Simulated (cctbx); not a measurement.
## What is wrong with this refinement?

Cell a = 4.9140 Å, b = 4.9140 Å, c = 11.8060 Å, α = 90.00°, β = 90.00°, γ = 90.00°; space group P4/nmm (no. 129, origin choice 1). The compound is KZrSn2.

The data are simulated with cctbx, not measured: Ga Kα, λ = 1.3414 Å, to d = 0.83 Å, 50 % of the full sphere, strongest reflection 70000 counts, noise from counting, a 1.5 % proportional error and a noise floor of 15 counts (s.d.); no absorption.

An anisotropic refinement with weights 1/σ² prints:

```text
Rint 0.014, 19 unique reflections to 2.06 A
cycle     R1     wR2    GooF  max shift (A)
   1  0.0043  0.0090   1.064   0.00146
   2  0.0025  0.0056   0.662   0.00000
final R1 0.0025 wR2 0.0056 GooF 0.662  parameters 10  data/parameter 1.9
atom        x        y        z      Ueq    occ   su(xyz)  su(Uiso or U11)
Sn1    0.00000  0.00000  0.50000   0.0174  1.000  0.00000  0.0011
Sn2    0.50000  0.00000  0.83462   0.0149  1.000  0.00011  0.0010
Zr1    0.00000  0.50000  0.73666   0.0183  1.000  0.00013  0.0012
K1     0.50000  0.50000  0.00000   0.0278  1.000  0.00000  0.0021
difference map: max 0.03 min -0.05 rms 0.01
Q1    0.0000  0.5000  0.7398    2    0.03  0.04 A from Zr1
Q2    0.0000  0.5000  0.6293    2    0.02  1.27 A from Zr1
Q3    0.0000  0.3000  0.5833    8    0.02  1.77 A from Sn1
Q4    0.0000  0.0000  0.5000    2    0.02  0.00 A from Sn1
Q5    0.0000  0.5000  0.2873    2    0.02  1.44 A from Sn2
Q6    0.0000  0.0000  0.0000    2    0.01  0.00 A from K1
```

Q: Accept it or mend it, and why?

Mend it. The fault: data cut at low resolution. Against the right model at the same level, R1 goes from 0.0056 to 0.0025 and GooF from 0.88 to 0.66. The atoms are right, but there are too few data for the parameters: R1 flatters and the s.u.s grow. Data per parameter fall from 18.9 to 1.9.

The compound is KZrSn2. The right model at the same level gives:

```text
Rint 0.016, 189 unique reflections to 0.83 A
cycle     R1     wR2    GooF  max shift (A)
   1  0.0057  0.0112   0.900   0.00018
   2  0.0056  0.0109   0.877   0.00000
final R1 0.0056 wR2 0.0109 GooF 0.877  parameters 10  data/parameter 18.9
atom        x        y        z      Ueq    occ   su(xyz)  su(Uiso or U11)
Sn1    0.00000  0.00000  0.50000   0.0173  1.000  0.00000  0.0001
Sn2    0.50000  0.00000  0.83459   0.0165  1.000  0.00002  0.0001
Zr1    0.00000  0.50000  0.73676   0.0191  1.000  0.00002  0.0001
K1     0.50000  0.50000  0.00000   0.0288  1.000  0.00000  0.0003
difference map: max 0.26 min -0.22 rms 0.06
Q1    0.0000  0.5000  0.2316    2    0.26  0.78 A from Sn2
Q2    0.0000  0.0000  0.2937    4    0.24  2.44 A from Sn1
Q3    0.0000  0.5000  0.1075    2    0.21  0.68 A from Sn2
Q4    0.0915  0.2649  0.2383   16    0.20  1.51 A from Sn2
Q5    0.0000  0.3362  0.5210    8    0.20  1.67 A from Sn1
Q6    0.2500  0.2500  0.5000    4    0.19  1.74 A from Sn1
```

The model is made up (kin elements in a known structure type, no relaxation), so it says nothing on whether the phase exists.

[Middle refinement cycles are left out of these outputs.]

[Logs are printed without paths, hosts, clocks, repeated set-up lines and the standing remarks that a program may print on its own settings, such as how far it seeks lower states.]
